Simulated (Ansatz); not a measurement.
# Formation energy and levels of the vacancy V_Ca in CaO (Fm-3m)

Wanted: the transition levels of a vacancy in CaO (Fm-3m), from a cell of 54 host atoms with 1 Ca taken out.

Calculated with Ansatz 0.2.0; place-levels on r2SCAN runs: charge-transition levels and formation energies with image-charge correction and potential alignment at the atomic sites; PAW set soft_1.

In doubt: warnings of the run leave room for a lower electronic state (in some of the runs), so energies may not be the lowest and differences between runs may mislead.

## Step 1: The structure

The cell holds 53 atoms: 26 Ca and 27 O. Its edges and angles: a = 10.173 Å, b = 10.173 Å, c = 10.173 Å, α = 60.0°, β = 60.0°, γ = 60.0°. It derives from CaO (space group Fm-3m). Nearest the centre at fractional (0.667, 0.667, 0.333): O28 at 2.40 Å, O32 at 2.40 Å, O44 at 2.40 Å, O34 at 2.40 Å, O46 at 2.40 Å, O50 at 2.40 Å, Ca21 at 3.39 Å, Ca45 at 3.39 Å.

Coordinates:

```xyz
53
Lattice="0.0000 7.1931 7.1931 7.1931 0.0000 7.1931 7.1931 7.1931 0.0000" Properties=species:S:1:pos:R:3 pbc="T T T"
Ca    0.0000    0.0000    0.0000
O     2.3977    2.3977    2.3977
Ca    2.3977    2.3977    0.0000
O     4.7954    4.7954    2.3977
Ca    4.7954    4.7954    0.0000
O     7.1931    7.1931    2.3977
Ca    2.3977    0.0000    2.3977
O     4.7954    2.3977    4.7954
Ca    4.7954    2.3977    2.3977
O     7.1931    4.7954    4.7954
Ca    7.1931    4.7954    2.3977
O     9.5908    7.1931    4.7954
Ca    4.7954    0.0000    4.7954
O     7.1931    2.3977    7.1931
Ca    7.1931    2.3977    4.7954
O     9.5908    4.7954    7.1931
Ca    9.5908    4.7954    4.7954
O    11.9885    7.1931    7.1931
Ca    0.0000    2.3977    2.3977
O     2.3977    4.7954    4.7954
Ca    2.3977    4.7954    2.3977
O     4.7954    7.1931    4.7954
Ca    4.7954    7.1931    2.3977
O     7.1931    9.5908    4.7954
Ca    2.3977    2.3977    4.7954
O     4.7954    4.7954    7.1931
Ca    4.7954    4.7954    4.7954
O     7.1931    7.1931    7.1931
Ca    7.1931    7.1931    4.7954
O     9.5908    9.5908    7.1931
Ca    4.7954    2.3977    7.1931
O     7.1931    4.7954    9.5908
Ca    7.1931    4.7954    7.1931
O     9.5908    7.1931    9.5908
Ca    9.5908    7.1931    7.1931
O    11.9885    9.5908    9.5908
Ca    0.0000    4.7954    4.7954
O     2.3977    7.1931    7.1931
Ca    2.3977    7.1931    4.7954
O     4.7954    9.5908    7.1931
Ca    4.7954    9.5908    4.7954
O     7.1931   11.9885    7.1931
Ca    2.3977    4.7954    7.1931
O     4.7954    7.1931    9.5908
Ca    4.7954    7.1931    7.1931
O     7.1931    9.5908    9.5908
Ca    7.1931    9.5908    7.1931
O     9.5908   11.9885    9.5908
Ca    4.7954    4.7954    9.5908
O     7.1931    7.1931   11.9885
O     9.5908    9.5908   11.9885
Ca    9.5908    9.5908    9.5908
O    11.9885   11.9885   11.9885
```

Screening for the image-charge correction: ε∞ = 3.85, ε0 = 16.67, computed on the host (DFPT, PBEsol, on the r2SCAN cell), and a cell off the functional's own equilibrium shifts the ionic part.

The cell's shortest repeat is 10.2 Å.

## Step 2: Charge states

Levels follow from differences of total energies between charge states, each relaxed by itself.

Each atom starts 0.05 Å or so off its site in a random direction: a symmetric start keeps its symmetry, and would miss off-centre moves and Jahn–Teller distortions. Forces are taken at one point at (¼, ¼, ¼). The cell holds 2 electrons more than the neutral one, with a uniform background that keeps it neutral on the whole.

The sampling was tested on the host first: at the k-points planned (1x1x1 shifted 0.25 0.25 0.25) its energy lies 0.005 eV an atom from the dense-mesh value, under the bound of 0.02 eV set for this test; that bounds the host's error, not the defect's.

One of the inputs; charge, spin and start change from state to state.

Contents of qm2.relax/input.yaml:

```yaml
crystal:
  lattice:
    - [0.0, 2.39769239, 2.39769239]
    - [2.39769239, 0.0, 2.39769239]
    - [2.39769239, 2.39769239, 0.0]
  atoms:
    - { symbol: Ca, position: [0.0, 0.0, 0.0] }
    - { symbol: O, position: [0.5, 0.5, 0.5] }
  supercell: [3, 3, 3]
  defects: [{ vacancy: 50 }]
total_charge: -2
basis:
  ecutwfc: 500
  xc_grid: 2
hamiltonian:
  xc: r2scan
  pseudopotentials: { kind: paw, azcp: { folder: soft_1 } }
kpoints:
  mp_grid: { grid: [1, 1, 1], shift: [0.25, 0.25, 0.25] }
scf:
  occupations: { method: fixed }
  max_iter: 80
output:
  forces: true
  charged_corrections: { epsilon: 3.85, static_epsilon: 16.67 }
relax:
  f_tol: 0.02
  max_steps: 80
  random_displacement: { amplitude: 0.05, seed: 2842 }
checkpoint:
  write: "../qm2.relax.run"
  compress: false
  write_wavefunctions: true
  write_every: 100000
```

On the command line:

```bash
$ ansatz run input.yaml --threads 4 --pin off --max-ram 15073MiB --backend cpu --events-out ev --progress --plain --runs-dir out
```

Defect states can disperse in a cell of this size, so the energy is taken again at a 2×2×2 shifted mesh, on the relaxed structure.

The run of this state that the levels use, under r2SCAN:

Contents of qm2.point/input.yaml:

```yaml
crystal:
  checkpoint: "../qm2.relax.run"
  host: checkpoint
total_charge: -2
basis:
  ecutwfc: 500
  xc_grid: 2
hamiltonian:
  xc: r2scan
  pseudopotentials: { kind: paw, azcp: { folder: soft_1 } }
kpoints:
  mp_grid: { grid: [2, 2, 2], shift: [0.5, 0.5, 0.5] }
scf:
  occupations: { method: fermi_dirac, width: 0.01 }
  max_iter: 80
output:
  forces: true
  eigenvalues: true
  charged_corrections:
    epsilon: 3.85
    static_epsilon: 16.67
    defect_position: [0.666667, 0.666667, 0.333333]
  eigenstates: { localisation: true }
  populations: true
checkpoint:
  read: "../qm2.relax.run"
  write: "../qm2.point.run"
  compress: false
  write_wavefunctions: false
  write_every: 100000
```

Relaxations under r2SCAN at one point at (¼, ¼, ¼); times on 4 threads of Arm Neoverse V1, shared host:

```csv
charge,moment (μB),occupations,outcome,steps,largest displacement against the far atoms (Å),time
−2,0,fixed,converged,5,0.18,85 s
−1,1,fixed,converged,10,0.18,8.3 min
0,0,fixed,not converged,-,-,81 s
0,0,fermi-dirac,converged,4,0.18,1.9 min
0,2,fixed,converged,4,0.17,3.5 min
+1,1,fixed,not converged,1,-,6.8 min
+1,1,fermi-dirac,converged,10,0.18,20 min
+1,3,fixed,converged,5,0.17,4.9 min
```

Single points under r2SCAN at a 2×2×2 shifted mesh; times on 4 threads of Arm Neoverse V1, shared host:

```csv
charge,moment (μB),occupations,outcome,time
−2,0,fermi-dirac,converged,88 s
−1,1,fermi-dirac,converged,4.5 min
0,0,fermi-dirac,converged,2.1 min
0,2,fermi-dirac,converged,4.9 min
+1,1,fermi-dirac,converged,45 min
+1,3,fermi-dirac,converged,5.6 min
```

Distances (Å) from the ideal centre to the nearest atoms after relaxation with r2SCAN:

```csv
charge,moment (μB),1.,2.,3.,4.,5.,6.
−2,0,O 2.57,O 2.57,O 2.57,O 2.58,O 2.58,O 2.58
−1,1,O 2.57,O 2.57,O 2.57,O 2.58,O 2.58,O 2.58
0,0,O 2.57,O 2.58,O 2.58,O 2.58,O 2.58,O 2.58
0,2,O 2.57,O 2.57,O 2.57,O 2.57,O 2.57,O 2.57
+1,1,O 2.56,O 2.57,O 2.57,O 2.57,O 2.57,O 2.58
+1,3,O 2.56,O 2.56,O 2.56,O 2.56,O 2.57,O 2.57
```

## Step 3: Placing the levels, r2SCAN

A charged cell interacts with its images and the background, and its potential has another zero than the host's. place-levels removes the first by a point-charge model, screened by the static dielectric constant since the ions have relaxed around the charge, and the second by comparing potentials at atoms far from the defect.

The host is a run of the defect-free crystal in the same cutoffs, grids and k-points, so that basis and sampling errors cancel in part in the differences. The host is run in a cell of 2 atoms on a matching mesh. Its band edges are searched through the zone by a band path, so the gap is smaller than, or equal to, that on the mesh. Chemical potentials are energies per atom of Ca (fcc), run with the same functional and cutoff.

Contents of levels.point.yaml:

```yaml
host:
  run: host.point.run
states: [qm2.point.run, qm1_M1.point.run, q0.point.run, q0_M2.point.run, qp1_M1.point.run, qp1_M3.point.run]
geometry_from:
  qm2.point.run: qm2.relax.run
  qm1_M1.point.run: qm1_M1.relax.run
  q0.point.run: q0.relax_smeared.run
  q0_M2.point.run: q0_M2.relax.run
  qp1_M1.point.run: qp1_M1.relax_smeared.run
  qp1_M3.point.run: qp1_M3.relax.run
chemical_potentials:
  Ca:
    energy: -1821.671293
    dataset: <sha256 of the dataset>
epsilon: 3.85
static_epsilon: 16.67
vertical:
  - { from: qm2.point.run, to: qm2.point_neutral.run }
  - { from: qm1_M1.point.run, to: qm1_M1.point_neutral.run }
  - { from: qp1_M1.point.run, to: qp1_M1.point_neutral.run }
  - { from: qp1_M3.point.run, to: qp1_M3.point_neutral.run }
```

On the command line:

```bash
$ ansatz place-levels levels.point.yaml -- --threads 4 --pin off --max-ram 15073MiB
```

Numbers of over 12 decimals in the logs are rounded to 6 here.

The program printed:

```text
[... repeated set-up lines and file paths are left out, and long positions are rounded to six places ...]
(+1/0) 0.000 eV above the valence edge (-0.171 eV without the band-filling correction), 4.197 eV under the conduction edge
(0/-1) 0.119 eV above the valence edge, 4.078 eV under the conduction edge
(-1/-2) 0.394 eV above the valence edge, 3.804 eV under the conduction edge
formation energy of charge +1: +9.316 eV with the Fermi level at the valence edge
formation energy of charge 0: +9.316 eV with the Fermi level at the valence edge
formation energy of charge -1: +9.435 eV with the Fermi level at the valence edge
formation energy of charge -2: +9.829 eV with the Fermi level at the valence edge
vertical -2 to 0: no energy, since no alignment is typed
  the change from vertical[0].from (qm2.point.run) to vertical[0].to (qm2.point_neutral.run): by its potential at epsilon 3.85 it stands at 0.666 0.667 0.334, with an rms radius of about 6.2 Å (3.6 3.6 3.6 Å across the planes of the cell's vectors); [...]
vertical -1 to 0: no energy, since no alignment is typed
  the change from vertical[1].from (qm1_M1.point.run) to vertical[1].to (qm1_M1.point_neutral.run): by its potential at epsilon 3.85 it stands at 0.167 0.167 0.833, with an rms radius of about 5.8 Å (3.4 3.3 3.3 Å across the planes of the cell's vectors); [...]
vertical +1 to 0: no energy, since no alignment is typed
  the change from vertical[2].from (qp1_M1.point.run) to vertical[2].to (qp1_M1.point_neutral.run): by its spins about the atoms it stands at 0.662 0.649 0.315, with an rms radius of about 3.5 Å (2.0 2.0 2.0 Å across the planes of the cell's vectors); [...]
vertical +1 to 0: no energy, since no alignment is typed
  the change from vertical[3].from (qp1_M3.point.run) to vertical[3].to (qp1_M3.point_neutral.run): by its potential at epsilon 3.85 it stands at 0.668 0.666 0.331, with an rms radius of about 3.9 Å (2.2 2.2 2.2 Å across the planes of the cell's vectors); [...]
  edges by r2scan, gap 4.197 eV; the host is sampled to repeats of 20.35 Å
  the defect's cells are sampled to repeats of 20.35 Å, like sampling
  charge +1: -62816.8091 eV with its correction of -0.428 eV, at epsilon 16.67, aligned at sites: -0.5652 eV, mean over 21 atomic sites at or beyond 5.09 Å from the defect at [0.6667, 0.6667, 0.3333], with +0.000000 for the charge's moments and without [...]
  states[5] (qp1_M3.point.run): levels filled in part (TS 0.010 eV): its energy is of no whole electron's
  charge 0: +0.000 eV for its dipole among its images, +0.000 omitted
  charge -1: -62801.9877 eV with its correction of +0.588 eV, at epsilon 16.67, aligned at sites: -0.4501 eV, mean over 21 atomic sites at or beyond 5.09 Å from the defect at [0.6667, 0.6667, 0.3333], with +0.000000 for the charge's moments and without [...]
  states[1] (qm1_M1.point.run): levels filled in part (TS 0.005 eV): its energy is of no whole electron's
  charge -2: -62794.1572 eV with its correction of +1.350 eV, at epsilon 16.67, aligned at sites: -0.3995 eV, mean over 21 atomic sites at or beyond 5.09 Å from the defect at [0.6667, 0.6667, 0.3333], with +0.000000 for the charge's moments and without [...]
  charge +1: states[4] (qp1_M1.point.run) stands 0.016 eV higher, with a moment of 1.00 μB against 3.00
  states[4] (qp1_M1.point.run): levels filled in part (TS 0.005 eV): its energy is of no whole electron's
  charge 0: states[2] (q0.point.run) stands 0.112 eV higher, with a moment of 0.00 μB against 2.00
  states[2] (q0.point.run): levels filled in part (TS 0.015 eV): its energy is of no whole electron's
  of states[5] (qp1_M3.point.run): it parts from the run at its places by a charge that spreads by about 2.2 Å along one vector (1.4 Å or more is wide), by its potential at epsilon 3.85, taken for that of held ions (one typed too small widens it), where the [...]
  of states[3] (q0_M2.point.run): its alignment with the host at atomic sites is doubtful: the cell is too small to show whether the defect's potential has decayed: take a larger one; stability_check_not_made
  of states[1] (qm1_M1.point.run): it parts from the run at its places by a charge that spreads by about 3.4 Å along one vector (1.4 Å or more is wide), by its potential at epsilon 3.85, taken for that of held ions (one typed too small widens it), where the [...]
  of states[0] (qm2.point.run): it parts from the run at its places by a charge that spreads by about 3.6 Å along one vector (1.4 Å or more is wide), by its potential at epsilon 3.85, taken for that of held ions (one typed too small widens it), where the cell [...]
  of states[4] (qp1_M1.point.run): it parts from the run at its places by a charge that spreads by about 2 Å along one vector (1.4 Å or more is wide), by the spins about the atoms, where the cell does not tell a trapped carrier from a band state. [...]
  of states[2] (q0.point.run): its alignment with the host at atomic sites is doubtful: the cell is too small to show whether the defect's potential has decayed: take a larger one
  of vertical[0].from (qm2.point.run): it parts from the run at its places by a charge that spreads by about 3.6 Å along one vector (1.4 Å or more is wide), by its potential at epsilon 3.85, taken for that of held ions (one typed too small widens it), where [...]
  vertical[0].to (qm2.point_neutral.run): levels filled in part (TS 0.015 eV): its energy is of no whole electron's
  vertical[1].from (qm1_M1.point.run): levels filled in part (TS 0.005 eV): its energy is of no whole electron's
  of vertical[1].from (qm1_M1.point.run): stability_check_not_made; [...]
  vertical[1].to (qm1_M1.point_neutral.run): levels filled in part (TS 0.015 eV): its energy is of no whole electron's
  vertical[2].from (qp1_M1.point.run): levels filled in part (TS 0.005 eV): its energy is of no whole electron's
  of vertical[2].from (qp1_M1.point.run): its moments are held at its close (magnetization.spin_locking), by a field of 0.016 eV a Bohr magneton, and its energy and levels are of the state that this holds: a run that lets them go can end lower; [...]
  vertical[2].to (qp1_M1.point_neutral.run): levels filled in part (TS 0.015 eV): its energy is of no whole electron's
  vertical[3].from (qp1_M3.point.run): levels filled in part (TS 0.010 eV): its energy is of no whole electron's
  of vertical[3].from (qp1_M3.point.run): stability_check_not_made; [...]
  vertical[3].to (qp1_M3.point_neutral.run): levels filled in part (TS 0.014 eV): its energy is of no whole electron's
```

Run time: 0.63 s. Hardware: 4 threads of Arm Neoverse V1, shared host.

Levels between the charges placed, in eV above the valence top:

```csv
,gap (eV),(+1/0),(0/−1),(−1/−2)
r2SCAN,4.20,0.00,0.12,0.39
```

Corrections by state:

```csv
charge,moment (μB),image terms and alignment (eV),band filling (eV),ε used,"over the lowest of its charge, as the program ranks them, band filling apart (eV)"
+1,3.0,-0.428,-0.171,16.67,0.000
0,2.0,0.000,-,-,0.000
−1,1.0,0.588,-,16.67,0.000
−2,0.0,1.350,-,16.67,0.000
+1,1.0,-0.447,-,16.67,0.016
0,0.0,0.000,-,-,0.112
```

The charged structures listed were also run neutral, and place-levels reads from each pair, by the potential or the spins, how wide the charge is by which they differ; that can be the carrier of either run.

```csv
charge,rms radius (Å),spread where it is widest against the cell (Å),wide from (Å),reading
+1,3.9,2.24,1.44,wide
−1,5.8,3.40,1.44,wide
−2,6.2,3.59,1.44,wide
```

The neutral runs of these pairs need not share the spin of the lowest neutral state, and very wide values only mean spread over the cell.

From the program's caveats on the states, each cut to its opening words:

- charge +1 (3 μB): it parts from the run at its places by a charge that spreads by about 2.2 Å along one vector (1.4 Å or more is wide), by its potential at epsilon 3.85, taken [...]
- charge +1 (3 μB): a band-filling correction moves a carrier to the host's band edge, which changes its energy by -0.171 eV
- charge +1 (3 μB), 0 (2 μB), −1 (1 μB), −2, +1 (1 μB), 0: its alignment with the host at atomic sites is doubtful: the cell is too small to show whether the defect's potential has decayed: take a larger one
- charge +1 (3 μB), 0 (2 μB), −1 (1 μB), +1 (1 μB): flagged: stability check not made
- charge −1 (1 μB): it parts from the run at its places by a charge that spreads by about 3.4 Å along one vector (1.4 Å or more is wide), by its potential at epsilon 3.85, taken [...]
- charge −2: it parts from the run at its places by a charge that spreads by about 3.6 Å along one vector (1.4 Å or more is wide), by its potential at epsilon 3.85, taken [...]
- charge +1 (1 μB): it parts from the run at its places by a charge that spreads by about 2 Å along one vector (1.4 Å or more is wide), by the spins about the atoms, where the [...]
- charge +1 (1 μB): its moments are held at its close (magnetization.spin_locking), by a field of 0.016 eV a Bohr magneton, and its energy and levels are of the state that this [...]

The host's formation energy from the elements is -3.216 eV per atom; it sets how far the chemical potentials can move.

Limit set by the element alone; other compounds of these elements are not counted. Chemical potentials from the elements' reference states: Ca 0.00 eV, O -6.43 eV. Formation energy by charge state (Ca-rich; gap 4.20 eV):

```csv
charge,at valence top (eV),at conduction bottom (eV),correction included (eV)
+1,9.32,13.51,-0.60
0,9.32,9.32,0.00
−1,9.43,5.24,0.59
−2,9.83,1.43,1.35
```

(Fermi level (eV), lowest formation energy (eV)): (0.00, 9.32), (0.38, 9.05), (0.76, 8.30), (1.14, 7.54), (1.53, 6.78), (1.91, 6.02), (2.29, 5.25), (2.67, 4.48), (3.05, 3.72), (3.43, 2.96), (3.82, 2.20), (4.20, 1.43)

Limit set by the element alone; other compounds of these elements are not counted. Chemical potentials from the elements' reference states: O 0.00 eV, Ca -6.43 eV. Formation energy by charge state (O-rich; gap 4.20 eV):

```csv
charge,at valence top (eV),at conduction bottom (eV),correction included (eV)
+1,2.88,7.08,-0.60
0,2.88,2.88,0.00
−1,3.00,-1.20,0.59
−2,3.40,-5.00,1.35
```

| Fermi level (eV) | lowest formation energy (eV) |
| --- | --- |
| 0.00 | 2.88 |
| 0.38 | 2.62 |
| 0.76 | 1.87 |
| 1.14 | 1.11 |
| 1.53 | 0.35 |
| 1.91 | -0.42 |
| 2.29 | -1.19 |
| 2.67 | -1.95 |
| 3.05 | -2.71 |
| 3.43 | -3.47 |
| 3.82 | -4.24 |
| 4.20 | -5.00 |

## Step 4: Results

| Quantity | Value |
| --- | --- |
| gap of the host | 4.20 eV (r2SCAN) |
| level (plus 1/0) | 0.00 eV above the valence top (-0.17 eV above the valence top without the band-filling term) |
| level (0/minus 1) | 0.12 eV above the valence top |
| level (minus 1/minus 2) | 0.39 eV above the valence top |
| lowest of the charges placed, just above the valence top (0.02 eV) | 0 |
| lowest of the charges placed, just below the conduction bottom (0.02 eV) | −2 |
| lowest formation energy at mid-gap of the charges run, Ca-rich | 5.63 eV |
| lowest formation energy at mid-gap of the charges run, O-rich | -0.80 eV |

**Reading.** Of the charges placed (−2, −1, 0 and +1), the lowest changes at 0.12 eV (0/−1) and 0.39 eV (−1/−2) above the valence top, in a gap of 4.20 eV. (0/−1) and (−1/−2) lie nearer to a band edge than the share of the finite-size correction in them (0.59 and 0.76 eV), and that correction holds for a localised charge alone. (0/−1) lies 0.12 eV from a band edge, less than the doubt on such levels. Charges below −2 were not placed, so these runs say nothing of levels that involve them. States placed: +1 at 3 μB and 1 μB; 0 at 2 μB and 0 μB; −1 at 1 μB; −2 at 0 μB. Other spin states or structures, where not listed, weren't placed. The program finds carriers beyond a band edge of the host and adds a band-filling term at charge +1 (-0.17 eV); steps to such a charge show no bound level, and a defect level inside a band would be read the same way. The program doubts the alignment of potentials for at least one state, a sign that the cell is small. Keep in mind: r2SCAN makes the gap too small and tends to spread out bound carriers; where a gas molecule sets a chemical potential or the host's formation energy, its binding is uncorrected.

[Logs are printed without paths, hosts, clocks, repeated set-up lines and the standing remarks that a program may print on its own settings, such as how far it seeks lower states.]

[Hosts, paths, dates, database ids (printed as entryN), source tags and the programs' standing remarks are cut or masked in the printed files.]

[Where a table of states has a column of steps, it counts the stored structures, which are thinned; the runs took as many ionic steps or more.]

[A defect's name tells the site on which it was built; relaxed atoms can leave that site.]

[For some hosts the program warned that the k-mesh of the response run may be too coarse for force constants and the static dielectric constant; such warnings are not shown here.]
